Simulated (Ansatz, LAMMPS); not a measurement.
# Relaxing amorphous trans-polyacetylene (as short chains C28H32), from a frame at 250 K (180 atoms)

Wanted: the relaxed structure of amorphous trans-polyacetylene (as short chains C28H32), from a frame at 250 K (180 atoms) and its electronic structure.

Calculated with Ansatz 0.2.0; Kohn-Sham DFT, PBE+D3(BJ), PAW (set soft_2), plane waves.

**1. The starting structure**

The cell holds 180 atoms: 84 C and 96 H. Cell: a = 11.950 Å, b = 11.950 Å, c = 11.950 Å, α = 90.0°, β = 90.0°, γ = 90.0°. 3 trans-polyacetylene chains of 13 units with methyl end groups placed at random, at 1.08 g/cm³; overlaps pushed apart, then 20 ps at 800 K with MMFF94 bonds, angles, torsions, charges and radii (Halgren, J. Comput. Chem. 17, 490 (1996)) in harmonic and 12-6 forms. Snapshot after 30 ps at 250 K and fixed volume.

What the set-up can't give: The network of contacts between molecules at the start is that of the classical potential that made the cell. The density was typed from a rule of thumb and may lie off the real one at this temperature. Only the Γ point is sampled, in a cell whose shortest periodic width is 12 Å.

**2. Single point at the start**

The forces at the start show how far the geometry lies from a minimum of this functional.

File input.yaml:

```yaml
crystal:
  lattice:
    - [11.9497, 0.0, 0.0]
    - [0.0, 11.9497, 0.0]
    - [0.0, 0.0, 11.9497]
  atoms:
    - { symbol: C, position: [0.06944, 0.40006, 0.68611] }
    - { symbol: C, position: [0.00214, 0.44421, 0.5916] }
    - { symbol: C, position: [0.95264, 0.37766, 0.51294] }
    - { symbol: C, position: [0.87758, 0.43012, 0.4299] }
    [... 170 atom lines left out ...]
    - { symbol: H, position: [0.7066, 0.97008, 0.06871] }
    - { symbol: H, position: [0.72964, 0.13095, 0.17041] }
    - { symbol: H, position: [0.9441, 0.01753, 0.24099] }
    - { symbol: H, position: [0.89262, 0.26047, 0.21774] }
    - { symbol: H, position: [0.02868, 0.19334, 0.22822] }
    - { symbol: H, position: [0.9528, 0.20951, 0.35288] }
kpoints:
  mp_grid: { grid: [1, 1, 1] }
hamiltonian:
  xc: pbe
  dispersion: d3bj
scf:
  occupations: { method: fermi_dirac, width: 0.05 }
output:
  forces: true
  stress: true
  populations: true
  dos:
    method: { smearing: { sigma: 0.08 } }
    de: 0.1
    projected: { site_lists: { C: [C], H: [H] } }
  eigenvalues: true
```

Launch:

```
ansatz run input.yaml --threads 4 --pin off --max-ram 8192MiB --backend cpu --events-out ev --progress --plain --runs-dir out
```

Elapsed: 8.7 s, on 4 threads of AMD EPYC 9R45, shared host; peak memory 2.1 GiB.

Read from the output:

| Item | Value |
| --- | --- |
| free energy | -22603.9221 eV |
| free energy per atom | -125.5773 eV/atom |
| SCF cycles | 10 |
| pressure | 5.222 GPa |
| r.m.s. force component | 0.9638 eV/Å |
| longest force | 4.109 eV/Å |
| Fermi energy | 1.9 eV |
| gap (highest filled to lowest empty level) | 1.299 eV |
| spilling of the projection | 0.01222 |

The r.m.s. force component of 0.96 eV/Å and the pressure of 5.2 GPa set the starting point.

Neighbours are counted within 1.34 Å (H-C), 1.85 Å (C-C).

Length of the force by element and coordination:

| element | coordination | atoms | mean length of the force (eV/Å) | spread | least | most |
| --- | --- | --- | --- | --- | --- | --- |
| C | all | 84 | 1.90 | 0.893 | 0.362 | 4.11 |
| C | 3 | 78 | 1.89 | 0.905 | 0.362 | 4.11 |
| C | 4 | 6 | 1.92 | 0.719 | 0.895 | 3.21 |
| H | all | 96 | 0.989 | 0.635 | 0.120 | 3.44 |

**3. Relaxation**

With the cell held, the atoms are moved downhill towards a nearby minimum.

input.yaml, the sections that differ from step 2:

```yaml
output:
  forces: true
relax:
  f_tol: 0.05
  max_steps: 200
# crystal, kpoints, hamiltonian, scf: as in step 2
```

Wall time 2.2 min (4 threads); peak memory 2.1 GiB; 8.3 min of CPU time.

Relaxation path (22 of 35):

| step | energy less that of the first step (eV) | largest force component (eV/Å) |
| --- | --- | --- |
| 1 | 0.0000 | 3.7809 |
| 3 | -6.9837 | 0.6220 |
| 4 | -7.4858 | 0.3641 |
| 6 | -7.8795 | 0.2154 |
| 7 | -7.9547 | 0.2171 |
| 9 | -8.0140 | 0.2403 |
| 11 | -8.0574 | 0.1400 |
| 12 | -8.0678 | 0.2463 |
| 14 | -8.0891 | 0.0793 |
| 16 | -8.1067 | 0.4805 |
| 17 | -8.1222 | 0.3194 |
| 19 | -8.1524 | 0.2533 |
| 20 | -8.1621 | 0.3586 |
| 22 | -8.1547 | 0.5246 |
| 24 | -8.1890 | 0.0741 |
| 25 | -8.1914 | 0.2296 |
| 27 | -8.1989 | 0.0699 |
| 29 | -8.2046 | 0.0918 |
| 30 | -8.2062 | 0.0703 |
| 32 | -8.2077 | 0.0285 |
| 33 | -8.2094 | 0.0529 |
| 35 | -8.2106 | 0.0348 |

Relaxation step 22 was tried and not accepted.

The atoms that moved most (Å):

| atom | dx | dy | dz | length |
| --- | --- | --- | --- | --- |
| H116 | -1.514 | 1.241 | 1.087 | 2.239 |
| H115 | -0.614 | 1.584 | 1.341 | 2.165 |
| H117 | 1.643 | -0.482 | -1.177 | 2.078 |
| H119 | 1.565 | 0.200 | -0.695 | 1.724 |
| H118 | -0.149 | -1.086 | -1.219 | 1.639 |
| H112 | -0.094 | -1.158 | -0.517 | 1.272 |
| H113 | -0.215 | 1.014 | 0.629 | 1.212 |
| C85 | -0.347 | 0.831 | 0.584 | 1.073 |

The relaxation changed the energy by -45.6 meV/atom, and atoms moved by 0.62 Å r.m.s., 2.2 Å at most.

**4. Distances and neighbours after relaxation**

Bonds before and after, by the cutoffs listed below:

| pair | bonds before | bonds after | mean before (Å) | mean after (Å) | spread before (Å) | spread after (Å) |
| --- | --- | --- | --- | --- | --- | --- |
| H-C | 96 | 96 | 1.087 | 1.095 | 0.030 | 0.003 |
| C-C | 81 | 81 | 1.387 | 1.400 | 0.056 | 0.035 |

Density 1.08 g/cm³, 9.480 Å³ an atom.

Pair distribution functions g(r), in bins of 0.1 Å:

| r (Å) | total | H-H | H-C | C-C |
| --- | --- | --- | --- | --- |
| 0.95 | 0.00 | 0.00 | 0.00 | 0.00 |
| 1.05 | 6.31 | 0.00 | 12.70 | 0.00 |
| 1.15 | 0.60 | 0.00 | 1.20 | 0.00 |
| 1.25 | 0.00 | 0.00 | 0.00 | 0.00 |
| 1.35 | 1.73 | 0.00 | 0.00 | 7.95 |
| 1.45 | 1.72 | 0.00 | 0.00 | 7.88 |
| 1.55 | 0.00 | 0.00 | 0.00 | 0.00 |
| 1.65 | 0.00 | 0.00 | 0.00 | 0.00 |
| 1.75 | 0.48 | 1.68 | 0.00 | 0.00 |
| 1.85 | 0.00 | 0.00 | 0.00 | 0.00 |
| 1.95 | 0.02 | 0.08 | 0.00 | 0.00 |
| 2.05 | 0.27 | 0.14 | 0.47 | 0.00 |
| 2.15 | 3.04 | 0.51 | 5.82 | 0.00 |
| 2.25 | 0.33 | 0.93 | 0.14 | 0.00 |
| 2.35 | 0.64 | 2.23 | 0.00 | 0.00 |
| 2.45 | 1.17 | 1.18 | 0.00 | 3.83 |
| 2.55 | 1.10 | 2.00 | 0.59 | 1.09 |
| 2.65 | 1.20 | 0.97 | 1.85 | 0.00 |
| 2.75 | 1.03 | 0.78 | 1.62 | 0.00 |
| 2.85 | 0.74 | 0.76 | 1.06 | 0.00 |
| 2.95 | 0.67 | 0.68 | 0.95 | 0.04 |
| 3.05 | 1.12 | 2.32 | 0.87 | 0.12 |
| 3.15 | 0.98 | 1.59 | 0.95 | 0.23 |
| 3.25 | 0.78 | 0.78 | 1.00 | 0.26 |
| 3.35 | 0.70 | 0.63 | 0.89 | 0.38 |
| 3.45 | 0.89 | 0.79 | 1.07 | 0.61 |
| 3.55 | 0.93 | 1.03 | 0.96 | 0.70 |
| 3.65 | 0.97 | 0.71 | 1.06 | 1.13 |
| 3.75 | 1.22 | 0.82 | 0.94 | 2.38 |
| 3.85 | 0.97 | 1.15 | 0.75 | 1.22 |
| 3.95 | 0.97 | 0.78 | 1.05 | 1.03 |
| 4.05 | 1.17 | 1.04 | 1.25 | 1.13 |
| 4.15 | 1.03 | 0.67 | 1.19 | 1.16 |
| 4.25 | 1.14 | 1.27 | 0.93 | 1.43 |
| 4.35 | 0.95 | 0.96 | 0.84 | 1.18 |
| 4.45 | 1.02 | 0.86 | 0.89 | 1.50 |
| 4.55 | 1.10 | 1.05 | 1.02 | 1.36 |
| 4.65 | 1.19 | 1.45 | 1.02 | 1.27 |
| 4.75 | 1.02 | 1.15 | 0.86 | 1.21 |
| 4.85 | 1.18 | 1.14 | 1.12 | 1.38 |
| 4.95 | 1.04 | 0.96 | 0.98 | 1.29 |
| 5.05 | 1.28 | 1.11 | 1.38 | 1.27 |
| 5.15 | 1.04 | 0.98 | 1.12 | 0.94 |
| 5.25 | 1.05 | 1.05 | 1.01 | 1.14 |

Bonds by pair of elements; cutoffs follow the first minimum of g(r), held within bounds set by covalent radii, and pairs that aren't listed don't count as bonded:

| pair A-B | cutoff (Å) | bonds | mean length (Å) | spread (Å) | shortest (Å) | B about A | A about B |
| --- | --- | --- | --- | --- | --- | --- | --- |
| H-C | 1.34 | 96 | 1.09 | 0.003 | 1.09 | 1 | 1.14 |
| C-C | 1.82 | 81 | 1.4 | 0.035 | 1.35 | 1.93 | 1.93 |

How many atoms have how many bonded neighbours:

| element | mean | 1 | 3 | 4 |
| --- | --- | --- | --- | --- |
| C | 3.07 | 0 | 78 | 6 |
| H | 1 | 96 | 0 | 0 |

Bond angles (no mean is given where the spread exceeds 20°):

| angle | count | mean (°) | spread (°) |
| --- | --- | --- | --- |
| C-C-H | 174 | 117 | 2.4 |
| C-C-C | 78 | 125 | 2.8 |
| H-C-H | 18 | 108 | 1.2 |

Bond length by coordination (bonds to H left out):

| element | coordination | atoms | mean bond length (Å) |
| --- | --- | --- | --- |
| C | 3 | 78 | 1.40 |
| C | 4 | 6 | 1.49 |

First main peaks of g(r), for some of the pairs, lie near 1.1 Å (H-C) and 1.4 Å (C-C). Counting bonds as in the table, 93 % of C atoms have 3 and all H atoms have 1 bonded neighbour. The C-C-H angle averages 117° with a spread of 2°.

**5. Single point at the relaxed geometry**

The electronic structure is read at the final geometry, in a run of its own.

File input.yaml:

```yaml
crystal:
  lattice:
    - [11.9497, 0.0, 0.0]
    - [0.0, 11.9497, 0.0]
    - [0.0, 0.0, 11.9497]
  atoms:
    - { symbol: C, position: [0.04355, 0.38996, 0.72076] }
    - { symbol: C, position: [0.9871, 0.43268, 0.61832] }
    - { symbol: C, position: [0.93841, 0.3691, 0.53796] }
    - { symbol: C, position: [0.87119, 0.41668, 0.45093] }
    [... 170 atom lines left out ...]
    - { symbol: H, position: [0.69064, 0.01093, 0.06452] }
    - { symbol: H, position: [0.76321, 0.19183, 0.13615] }
    - { symbol: H, position: [0.96465, 0.04791, 0.20252] }
    - { symbol: H, position: [0.92253, 0.30382, 0.20296] }
    - { symbol: H, position: [0.04888, 0.23902, 0.15689] }
    - { symbol: H, position: [0.01139, 0.23342, 0.29871] }
kpoints:
  mp_grid: { grid: [1, 1, 1] }
hamiltonian:
  xc: pbe
  dispersion: d3bj
scf:
  occupations: { method: fermi_dirac, width: 0.05 }
output:
  forces: true
  stress: true
  populations: intrinsic
  dos:
    method: { smearing: { sigma: 0.1 } }
    de: 0.1
    projected: { site_lists: { C: [C], H: [H] } }
  eigenvalues: true
  write_density: true
  write_potential: true
  volumetric_format: npy
```

Elapsed: 8.9 s, on 4 threads; peak memory 2.1 GiB.

The program notes that the exchange-correlation potential is rough where the density is thin.

Numbers from this run:

| Item | Value |
| --- | --- |
| free energy | -22612.1328 eV |
| free energy per atom | -125.6230 eV/atom |
| SCF cycles | 10 |
| pressure | 0.7384 GPa |
| r.m.s. force component | 0.00545 eV/Å |
| longest force | 0.04498 eV/Å |
| Fermi energy | 1.782 eV |
| gap (highest filled to lowest empty level) | 0.7651 eV |

Intrinsic-atomic-orbital charges by element and coordination:

| element | coordination | atoms | mean charge (e) | spread | least | most |
| --- | --- | --- | --- | --- | --- | --- |
| C | all | 84 | -0.193 | 0.0872 | -0.51 | -0.126 |
| C | 3 | 78 | -0.169 | 0.0122 | -0.201 | -0.126 |
| C | 4 | 6 | -0.505 | 0.0031 | -0.51 | -0.501 |
| H | all | 96 | 0.169 | 0.0078 | 0.152 | 0.194 |

Density of states as counts of states in windows of 1 eV (from the Fermi level), total and the larger projections:

| from (eV) | to (eV) | total | C p | H s | C s |
| --- | --- | --- | --- | --- | --- |
| -14 | -13 | 12.8 | 4.7 | 1.7 | 6.3 |
| -13 | -12 | 11.6 | 4.8 | 1.5 | 5.1 |
| -12 | -11 | 11.4 | 5.2 | 1.7 | 4.4 |
| -11 | -10 | 25.1 | 12.9 | 5.7 | 6.0 |
| -10 | -9 | 31.8 | 16.2 | 8.5 | 6.6 |
| -9 | -8 | 20.4 | 15.5 | 3.5 | 1.1 |
| -8 | -7 | 30.4 | 23.4 | 5.3 | 1.3 |
| -7 | -6 | 40.7 | 29.5 | 9.5 | 1.2 |
| -6 | -5 | 55.7 | 41.5 | 12.8 | 0.9 |
| -5 | -4 | 67.4 | 49.1 | 17.5 | 0.4 |
| -4 | -3 | 22.6 | 20.9 | 1.6 | 0.1 |
| -3 | -2 | 11.2 | 10.9 | 0.3 | 0.0 |
| -2 | -1 | 8.8 | 8.5 | 0.2 | 0.0 |
| -1 | 0 | 11.1 | 10.8 | 0.2 | 0.0 |
| 0 | 1 | 7.1 | 6.9 | 0.1 | 0.0 |
| 1 | 2 | 10.8 | 10.3 | 0.2 | 0.0 |
| 2 | 3 | 10.5 | 9.5 | 0.4 | 0.1 |
| 3 | 4 | 23.1 | 13.8 | 3.8 | 1.1 |
| 4 | 5 | 41.3 | 18.6 | 9.5 | 2.6 |

Between -18 and -14 eV lie 71 more states.

The levels nearest the highest filled one (over half full), pooled over k-points and spins:

| level less the highest filled one (eV) | occupation |
| --- | --- |
| -0.610 | 2 |
| -0.526 | 2 |
| -0.493 | 2 |
| -0.0972 | 2 |
| -0.0493 | 2 |
| 0 | 2.00 |
| 0.765 | 0.001 |
| 0.790 | 0.001 |
| 0.821 | 0 |
| 1.36 | 0 |
| 1.49 | 0 |
| 1.53 | 0 |

Mean intrinsic-atomic-orbital charges: C -0.19, H +0.17 e. The largest share in the top eV of filled states is C p (98 % of the projected weight), and in the lowest eV of empty states C p (98 % of the projected weight).

1 further run on a deliberately doubtful input is not shown.

**6. Outcome**

```json
{
  "energy change in the relaxation": "-45.62 meV/atom",
  "r.m.s. displacement": "0.621 Å",
  "largest displacement": "2.239 Å",
  "free energy per atom": "-125.6230 eV/atom",
  "pressure": "0.7384 GPa",
  "r.m.s. force component": "0.00545 eV/Å",
  "gap (highest filled to lowest empty level)": "0.7651 eV",
  "wall time of the 5 DFT runs, those left out included": "3.6 min"
}
```

Relaxation lowers the energy by 45.6 meV/atom and moves atoms by 0.62 Å r.m.s.; the r.m.s. force component goes from 0.96 to 0.0054 eV/Å, the pressure goes from 5.2 to 0.74 GPa, and the gap from 1.30 to 0.765 eV. By the final cutoffs no bond was broken or made. From the first step to the last the energy fell by 8.211 eV, and the largest move was 2.24 Å (H116). The C-C bonds change most in mean length: from 1.387 Å (spread 0.056) to 1.400 Å (spread 0.035). Counting bonds as in the table, 93 % of C atoms have 3 and all H atoms have 1 bonded neighbour. Between filled and empty levels lie 0.765 eV (at Γ alone); a semilocal functional tends to put such gaps too low. It is the spacing of short capped chains, not of the long polymer. In a disordered cell it changes from sample to sample, and tail or defect levels can set it.

What to keep in mind: The network of contacts between molecules at the start is that of the classical potential that made the cell; in DFT atoms moved by 0.62 Å r.m.s.

[Logs are printed without paths, hosts, clocks, repeated set-up lines and the standing remarks that a program may print on its own settings, such as how far it seeks lower states.]

[Hosts, paths, dates, database ids (printed as entryN), source tags and the programs' standing remarks are cut or masked in the printed files.]

[The MMFF94 radii named for the starting cell were scaled by 0.96; in molecules described by MMFF94, hydrogen bound to N, O or S took a small fixed 12-6 site in their place.]
